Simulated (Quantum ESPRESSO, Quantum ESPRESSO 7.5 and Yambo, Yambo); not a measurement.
## Quasiparticle gap of SrCl2 (Fm-3m) in Yambo

Wanted: ground state, empty states, screening and self-energy for SrCl2 (Fm-3m).

Main program and level: Quantum ESPRESSO 7.5 and Yambo 5.3.0; PBE and many-body steps on it, plane waves.

### 1. Starting point

It takes space group Fm-3m (No. 225, cubic). The conventional cell has a = 6.977 Å, b = 6.977 Å, c = 6.977 Å, α = 90.00°, β = 90.00°, γ = 90.00°. Nearest to Sr lie 8 Cl at 3.02 Å. Nearest to Cl lie 4 Sr at 3.02 Å. Farther neighbours and most contacts between anions are not listed.

The cell and positions come from the Crystallography Open Database and are kept as given unless a step says otherwise.

### 2. Ground state

This step: Quantum ESPRESSO 7.5; DFT, PBE, plane waves, norm-conserving pseudopotentials.

The ground-state density comes first.

Contents of pw.in:

```
&control
  calculation = 'scf'
  prefix = 'x'
  outdir = 'o'
  pseudo_dir = 'pseudo'
/
&system
  ibrav = 0
  nat = 3
  ntyp = 2
  ecutwfc = 56.0
  nbnd = 17
  force_symmorphic = .true.
/
&electrons
  conv_thr = 1e-10
  electron_maxstep = 80
  mixing_beta = 0.5
/
ATOMIC_SPECIES
  Sr 87.62 Sr.upf
  Cl 35.45 Cl.upf
CELL_PARAMETERS angstrom
  -0.0000000000 3.4883500000 3.4883500000
  3.4883500000 -0.0000000000 3.4883500000
  3.4883500000 3.4883500000 -0.0000000000
ATOMIC_POSITIONS crystal
  Sr 0.0000000000 0.0000000000 0.0000000000
  Cl 0.2500000000 0.2500000000 0.2500000000
  Cl 0.7500000000 0.7500000000 0.7500000000
K_POINTS automatic
  6 6 6 0 0 0
```

Run with:

```
> OMP_NUM_THREADS=1 mpirun -n 4 pw.x -nk 4 -in pw.in > pw.out
```

Log:

```text
Program PWSCF v.7.5 starts

     This program is part of the open-source Quantum ESPRESSO suite
     for quantum simulation of materials; please cite
         "P. Giannozzi et al., J. Phys.:Condens. Matter 21 395502 (2009);
         "P. Giannozzi et al., J. Phys.:Condens. Matter 29 465901 (2017);
         "P. Giannozzi et al., J. Chem. Phys. 152 154105 (2020);
     in publications or presentations arising from this work. More details at
     Message from routine setup:
     using ibrav=0 with symmetry is DISCOURAGED, use correct ibrav instead

     G-vector sticks info

     bravais-lattice index     =            0
     lattice parameter (alat)  =       9.3225  a.u.
     unit-cell volume          =     572.9105 (a.u.)^3
     number of atoms/cell      =            3
     number of atomic types    =            2
     number of electrons       =        24.00
     number of Kohn-Sham states=           17
     kinetic-energy cutoff     =      56.0000  Ry
     charge density cutoff     =     224.0000  Ry
     scf convergence threshold =      1.0E-10
     mixing beta               =       0.5000
     number of iterations used =            8  plain     mixing
     Exchange-correlation= PBE
                           (   1   4   3   4   0   0   0)

     celldm(1)=   9.322533  celldm(2)=   0.000000  celldm(3)=   0.000000
     celldm(4)=   0.000000  celldm(5)=   0.000000  celldm(6)=   0.000000

     crystal axes: (cart. coord. in units of alat)
               a(1) = (  -0.000000   0.707107   0.707107 )
               a(2) = (   0.707107  -0.000000   0.707107 )
               a(3) = (   0.707107   0.707107  -0.000000 )

     reciprocal axes: (cart. coord. in units 2 pi/alat)
               b(1) = ( -0.707107  0.707107  0.707107 )
               b(2) = (  0.707107 -0.707107  0.707107 )
               b(3) = (  0.707107  0.707107 -0.707107 )
     Pseudo is Norm-conserving + core correction, Zval = 10.0
     Generated using ONCVPSP code by D. R. Hamann
     Using radial grid of 1834 points,  6 beta functions with:
     Pseudo is Norm-conserving + core correction, Zval =  7.0
     Generated using ONCVPSP code by D. R. Hamann
     Using radial grid of 1028 points,  6 beta functions with:
     Sr               10.00    87.62000     Sr( 1.00)
     Cl                7.00    35.45000     Cl( 1.00)

     48 Sym. Ops., with inversion, found

   Cartesian axes

     site n.     atom                  positions (alat units)
         1        Sr     tau(   1) = (   0.0000000   0.0000000   0.0000000  )
         2        Cl     tau(   2) = (   0.3535534   0.3535534   0.3535534  )
         3        Cl     tau(   3) = (   1.0606602   1.0606602   1.0606602  )

     number of k points=    16
                       cart. coord. in units 2pi/alat
        k(    1) = (   0.0000000   0.0000000   0.0000000), wk =   0.0092593
        k(    2) = (   0.1178511   0.1178511  -0.1178511), wk =   0.0740741
        k(    3) = (   0.2357023   0.2357023  -0.2357023), wk =   0.0740741
        k(    4) = (  -0.3535534  -0.3535534   0.3535534), wk =   0.0370370
        k(    5) = (   0.2357023   0.0000000  -0.0000000), wk =   0.0555556
        k(    6) = (   0.3535534   0.1178511  -0.1178511), wk =   0.2222222
        k(    7) = (  -0.2357023  -0.4714045   0.4714045), wk =   0.2222222
        k(    8) = (  -0.1178511  -0.3535534   0.3535534), wk =   0.2222222
        k(    9) = (   0.0000000  -0.2357023   0.2357023), wk =   0.1111111
        k(   10) = (   0.4714045   0.0000000  -0.0000000), wk =   0.0555556
     [... 4 further rows ...]
        k(   15) = (  -0.1178511  -0.3535534   0.5892557), wk =   0.2222222
        k(   16) = (  -0.7071068   0.2357023   0.0000000), wk =   0.1111111

     Dense  grid:    32455 G-vectors     FFT dimensions: (  45,  45,  45)

     Initial potential from superposition of free atoms

     starting charge      23.9916, renormalised to      24.0000
     Starting wfcs are   13 randomized atomic wfcs +    4 random wfcs

     per-process dynamical memory:    29.3 Mb

     Self-consistent Calculation

     iteration #  1     ecut=    56.00 Ry     beta= 0.50

     Threshold (ethr) on eigenvalues was too large:
     Diagonalizing with lowered threshold

     total energy              =    -134.59513904 Ry
     estimated scf accuracy    <       0.08453499 Ry

     iteration #  2     ecut=    56.00 Ry     beta= 0.50

     total energy              =    -134.61207178 Ry
     estimated scf accuracy    <       0.00506588 Ry

     iteration #  3     ecut=    56.00 Ry     beta= 0.50

     total energy              =    -134.61306409 Ry
     estimated scf accuracy    <       0.00118881 Ry

     iteration #  4     ecut=    56.00 Ry     beta= 0.50

     total energy              =    -134.61317481 Ry
     estimated scf accuracy    <       0.00004481 Ry

     iteration #  5     ecut=    56.00 Ry     beta= 0.50

     total energy              =    -134.61319324 Ry
     estimated scf accuracy    <       0.00002051 Ry

     iteration #  6     ecut=    56.00 Ry     beta= 0.50

     total energy              =    -134.61319624 Ry
     estimated scf accuracy    <       0.00000041 Ry

     iteration #  7     ecut=    56.00 Ry     beta= 0.50

     total energy              =    -134.61319643 Ry
     estimated scf accuracy    <       0.00000021 Ry

     iteration #  8     ecut=    56.00 Ry     beta= 0.50

     total energy              =    -134.61319648 Ry
     estimated scf accuracy    <          5.4E-09 Ry

     iteration #  9     ecut=    56.00 Ry     beta= 0.50

     total energy              =    -134.61319648 Ry
     estimated scf accuracy    <          3.7E-10 Ry

     iteration # 10     ecut=    56.00 Ry     beta= 0.50

     End of self-consistent calculation

          k = 0.0000 0.0000 0.0000 (  4015 PWs)   bands (ev):

   -29.6922 -11.6801 -11.6801 -11.6801 -10.1549  -9.3075   1.0282   1.0282
     1.0282   2.8104   2.8104   2.8104   8.4874   9.2525   9.2525  12.1192
    12.1192

          k = 0.1179 0.1179-0.1179 (  4023 PWs)   bands (ev):

   -29.6914 -11.7706 -11.6836 -11.6836 -10.0024  -9.3637   1.1292   1.1292
     1.2125   2.5011   2.6623   2.6623   9.0782   9.4604   9.4604  11.1502
    11.8791

          k = 0.2357 0.2357-0.2357 (  4056 PWs)   bands (ev):

   -29.6898 -11.9124 -11.6907 -11.6907  -9.7876  -9.4155   1.3845   1.3845
     1.5628   1.9837   2.3335   2.3335   9.7832   9.7832   9.9831  11.1510
    11.7353

          k =-0.3536-0.3536 0.3536 (  4044 PWs)   bands (ev):

     [... further k-points ...]

     highest occupied, lowest unoccupied level (ev):     3.1445    8.4874

!    total energy              =    -134.61319648 Ry
     estimated scf accuracy    <          3.1E-11 Ry

     The total energy is the sum of the following terms:
     one-electron contribution =     -29.13991783 Ry
     hartree contribution      =      23.36684003 Ry
     xc contribution           =     -34.85243103 Ry
     ewald contribution        =     -93.98768765 Ry

     convergence has been achieved in  10 iterations

     XML data file, charge density, pseudopotentials, collected wavefunctions

=------------------------------------------------------------------------------=
   JOB DONE.
=------------------------------------------------------------------------------=
```

Elapsed: 6.1 s, on 4 MPI ranks of Arm Neoverse V2, shared host; peak memory 0.27 GiB; 24 s of CPU time.

This step gave:

```yaml
total_energy: -1831.5058 eV
gap: 5.343 eV
k_of_the_valence_top: 0, -0.5, -0.5
k_of_the_conduction_bottom: 0, 0, 0
least_direct_gap: 5.512 eV
```

The gap is indirect, with the least direct gap 0.17 eV higher.

### 3. Bands along the symmetry lines

Levels along a band path, at the cheap level, show where the edges lie and whether the meshes to come will hold them.

Contents of pw.in:

```
&control
  calculation = 'bands'
  prefix = 'x'
  outdir = 'o'
  pseudo_dir = 'pseudo'
/
&system
  ibrav = 0
  nat = 3
  ntyp = 2
  ecutwfc = 56.0
  nbnd = 18
  force_symmorphic = .true.
/
&electrons
  conv_thr = 1e-9
  electron_maxstep = 80
  diago_full_acc = .true.
  diago_thr_init = 5e-6
/
ATOMIC_SPECIES
  Sr 87.62 Sr.upf
  Cl 35.45 Cl.upf
CELL_PARAMETERS angstrom
  -0.0000000000 3.4883500000 3.4883500000
  3.4883500000 -0.0000000000 3.4883500000
  3.4883500000 3.4883500000 -0.0000000000
ATOMIC_POSITIONS crystal
  Sr 0.0000000000 0.0000000000 0.0000000000
  Cl 0.2500000000 0.2500000000 0.2500000000
  Cl 0.7500000000 0.7500000000 0.7500000000
K_POINTS crystal
  50
  0.00000000 0.00000000 0.00000000 1
  0.06250000 0.00000000 0.06250000 1
  0.12500000 0.00000000 0.12500000 1
  0.18750000 0.00000000 0.18750000 1
  0.25000000 0.00000000 0.25000000 1
  0.31250000 0.00000000 0.31250000 1
  0.37500000 0.00000000 0.37500000 1
  0.43750000 0.00000000 0.43750000 1
  0.50000000 0.00000000 0.50000000 1
  0.51562500 0.03125000 0.51562500 1
  0.53125000 0.06250000 0.53125000 1
  0.54687500 0.09375000 0.54687500 1
  0.56250000 0.12500000 0.56250000 1
  0.57812500 0.15625000 0.57812500 1
  0.59375000 0.18750000 0.59375000 1
  0.60937500 0.21875000 0.60937500 1
  0.62500000 0.25000000 0.62500000 1
  0.37500000 0.37500000 0.75000000 1
  0.32812500 0.32812500 0.65625000 1
  0.28125000 0.28125000 0.56250000 1
  0.23437500 0.23437500 0.46875000 1
  0.18750000 0.18750000 0.37500000 1
  0.14062500 0.14062500 0.28125000 1
  0.09375000 0.09375000 0.18750000 1
  0.04687500 0.04687500 0.09375000 1
  0.00000000 0.00000000 0.00000000 1
  0.06250000 0.06250000 0.06250000 1
  0.12500000 0.12500000 0.12500000 1
  0.18750000 0.18750000 0.18750000 1
  0.25000000 0.25000000 0.25000000 1
  0.31250000 0.31250000 0.31250000 1
  0.37500000 0.37500000 0.37500000 1
  0.43750000 0.43750000 0.43750000 1
  0.50000000 0.50000000 0.50000000 1
  0.50000000 0.46875000 0.53125000 1
  0.50000000 0.43750000 0.56250000 1
  0.50000000 0.40625000 0.59375000 1
  0.50000000 0.37500000 0.62500000 1
  0.50000000 0.34375000 0.65625000 1
  0.50000000 0.31250000 0.68750000 1
  0.50000000 0.28125000 0.71875000 1
  0.50000000 0.25000000 0.75000000 1
  0.50000000 0.21875000 0.71875000 1
  0.50000000 0.18750000 0.68750000 1
  0.50000000 0.15625000 0.65625000 1
  0.50000000 0.12500000 0.62500000 1
  0.50000000 0.09375000 0.59375000 1
  0.50000000 0.06250000 0.56250000 1
  0.50000000 0.03125000 0.53125000 1
  0.50000000 0.00000000 0.50000000 1
```

Log:

```text
[banner, memory and clock lines left out]
Program PWSCF v.7.5 starts

     Atomic positions and unit cell read from directory:
     o/x.save/

     Message from routine setup:
     using ibrav=0 with symmetry is DISCOURAGED, use correct ibrav instead

     G-vector sticks info

     bravais-lattice index     =            0
     lattice parameter (alat)  =       9.3225  a.u.
     unit-cell volume          =     572.9105 (a.u.)^3
     number of atoms/cell      =            3
     number of atomic types    =            2
     number of electrons       =        24.00
     number of Kohn-Sham states=           18
     kinetic-energy cutoff     =      56.0000  Ry
     charge density cutoff     =     224.0000  Ry
     Exchange-correlation= PBE
                           (   1   4   3   4   0   0   0)

     celldm(1)=   9.322533  celldm(2)=   0.000000  celldm(3)=   0.000000
     celldm(4)=   0.000000  celldm(5)=   0.000000  celldm(6)=   0.000000

     crystal axes: (cart. coord. in units of alat)
               a(1) = (  -0.000000   0.707107   0.707107 )
               a(2) = (   0.707107  -0.000000   0.707107 )
               a(3) = (   0.707107   0.707107  -0.000000 )

     reciprocal axes: (cart. coord. in units 2 pi/alat)
               b(1) = ( -0.707107  0.707107  0.707107 )
               b(2) = (  0.707107 -0.707107  0.707107 )
               b(3) = (  0.707107  0.707107 -0.707107 )
     Pseudo is Norm-conserving + core correction, Zval = 10.0
     Generated using ONCVPSP code by D. R. Hamann
     Using radial grid of 1834 points,  6 beta functions with:
     Pseudo is Norm-conserving + core correction, Zval =  7.0
     Generated using ONCVPSP code by D. R. Hamann
     Using radial grid of 1028 points,  6 beta functions with:
     Sr               10.00    87.62000     Sr( 1.00)
     Cl                7.00    35.45000     Cl( 1.00)

     48 Sym. Ops., with inversion, found

   Cartesian axes

     site n.     atom                  positions (alat units)
         1        Sr     tau(   1) = (   0.0000000   0.0000000   0.0000000  )
         2        Cl     tau(   2) = (   0.3535534   0.3535534   0.3535534  )
         3        Cl     tau(   3) = (   1.0606602   1.0606602   1.0606602  )

     number of k points=    50
                       cart. coord. in units 2pi/alat
        k(    1) = (   0.0000000   0.0000000   0.0000000), wk =   0.0400000
        k(    2) = (   0.0000000   0.0883883   0.0000000), wk =   0.0400000
        k(    3) = (   0.0000000   0.1767767   0.0000000), wk =   0.0400000
[...]
[... 38 further rows ...]
        k(   49) = (   0.0441942   0.7071068   0.0000000), wk =   0.0400000
        k(   50) = (   0.0000000   0.7071068   0.0000000), wk =   0.0400000

     Dense  grid:    32455 G-vectors     FFT dimensions: (  45,  45,  45)

     The potential is recalculated from file :
     o/x.save/charge-density

     Starting wfcs are   13 randomized atomic wfcs +    5 random wfcs

     Band Structure Calculation

     End of band structure calculation

          k = 0.0000 0.0000 0.0000 (  4015 PWs)   bands (ev):

   -29.6922 -11.6801 -11.6801 -11.6801 -10.1550  -9.3075   1.0281   1.0281
     1.0281   2.8104   2.8104   2.8104   8.4874   9.2525   9.2525  12.1192
    12.1192  12.1194

          k = 0.0000 0.0884 0.0000 (  4031 PWs)   bands (ev):

   -29.6920 -11.6989 -11.6814 -11.6814 -10.1218  -9.3198   1.0343   1.0343
[...]
11.8874  12.0343

          k = 0.0000 0.1768 0.0000 (  4023 PWs)   bands (ev):

[...]
11.6022  11.8932

          k =-0.0000 0.2652 0.0000 (  4032 PWs)   bands (ev):

[...]
k = 0.0000 0.4419-0.0000 (  4056 PWs)   bands (ev):

[...]
k =-0.0000 0.5303 0.0000 (  4064 PWs)   bands (ev):

[...]
k = 0.0000 0.6187-0.0000 (  4060 PWs)   bands (ev):

[...]
k = 0.4640 0.4640-0.0000 (  4049 PWs)   bands (ev):

[...]
k = 0.3315 0.3315-0.0000 (  4049 PWs)   bands (ev):

[...]
k = 0.3094 0.7071-0.0000 (  4072 PWs)   bands (ev):

[...]
k = 0.2210 0.7071-0.0000 (  4066 PWs)   bands (ev):

[...]
k = 0.1768 0.7071-0.0000 (  4054 PWs)   bands (ev):

[...]
k = 0.0442 0.7071 0.0000 (  4066 PWs)   bands (ev):

[...]
11.1678  11.8777

          k = 0.0000 0.7071 0.0000 (  4088 PWs)   bands (ev):

   -29.6879 -12.0338 -11.7136 -11.7136  -9.6089  -9.3895   0.3985   1.2742
     1.2742   2.7483   2.7483   3.1445   8.6564  10.1986  10.7805  11.1633
    11.1633  11.7885

     XML data file, pseudopotentials, collected wavefunctions
```

Run time: 6.2 s. Hardware: 4 MPI ranks; peak memory 0.24 GiB.

Numbers from this step:

```yaml
gap: 5.343 eV
k_of_the_valence_top: 0.5, 0, 0.5
k_of_the_conduction_bottom: 0, 0, 0
least_direct_gap: 5.512 eV
```

The gap is 5.343 eV, as in the run before at this level.

Electronic bands along the path, in eV, zero at the top of the highest filled band:

```tsv
point	band 9	band 10	band 11	band 12	band 13	band 14	band 15	band 16
Γ	-2.12	-0.33	-0.33	-0.33	5.34	6.11	6.11	8.97
halfway	-1.72	-1.19	-0.33	-0.33	6.06	6.67	6.79	8.09
X	-1.87	-0.40	-0.40	0.00	5.51	7.05	7.64	8.02
halfway	-1.83	-0.48	-0.43	-0.03	5.65	7.07	7.55	7.75
U	-1.71	-0.71	-0.53	-0.11	5.96	7.14	7.35	7.60
jump to K	-1.71	-0.71	-0.53	-0.11	5.96	7.14	7.35	7.60
halfway	-1.43	-1.31	-0.96	-0.30	6.39	6.66	6.72	8.09
Γ	-2.12	-0.33	-0.33	-0.33	5.34	6.11	6.11	8.97
halfway	-1.75	-0.92	-0.64	-0.64	6.45	6.50	6.50	7.78
L	-1.49	-1.31	-1.04	-1.04	6.73	6.73	7.53	7.85
halfway	-1.39	-1.15	-0.55	-0.53	6.33	6.94	7.40	7.73
W	-1.21	-1.21	-0.31	-0.10	6.24	7.02	7.23	7.23
halfway	-1.69	-0.65	-0.36	-0.04	5.79	7.09	7.44	7.58
X	-1.87	-0.40	-0.40	0.00	5.51	7.05	7.64	8.02
```

(Continued in part 2 of 3.)

[Paths, hosts, dates, memory and timing lines, banners, echoed tables and standing remarks are left out of the program output.]

[Logs are printed without paths, hosts, clocks, repeated set-up lines and the standing remarks that a program may print on its own settings, such as how far it seeks lower states.]

[Runs of the session that timed out or met a known fault of the program may be left out.]

[Hosts, paths, dates, database ids (printed as entryN), source tags and the programs' standing remarks are cut or masked in the printed files.]
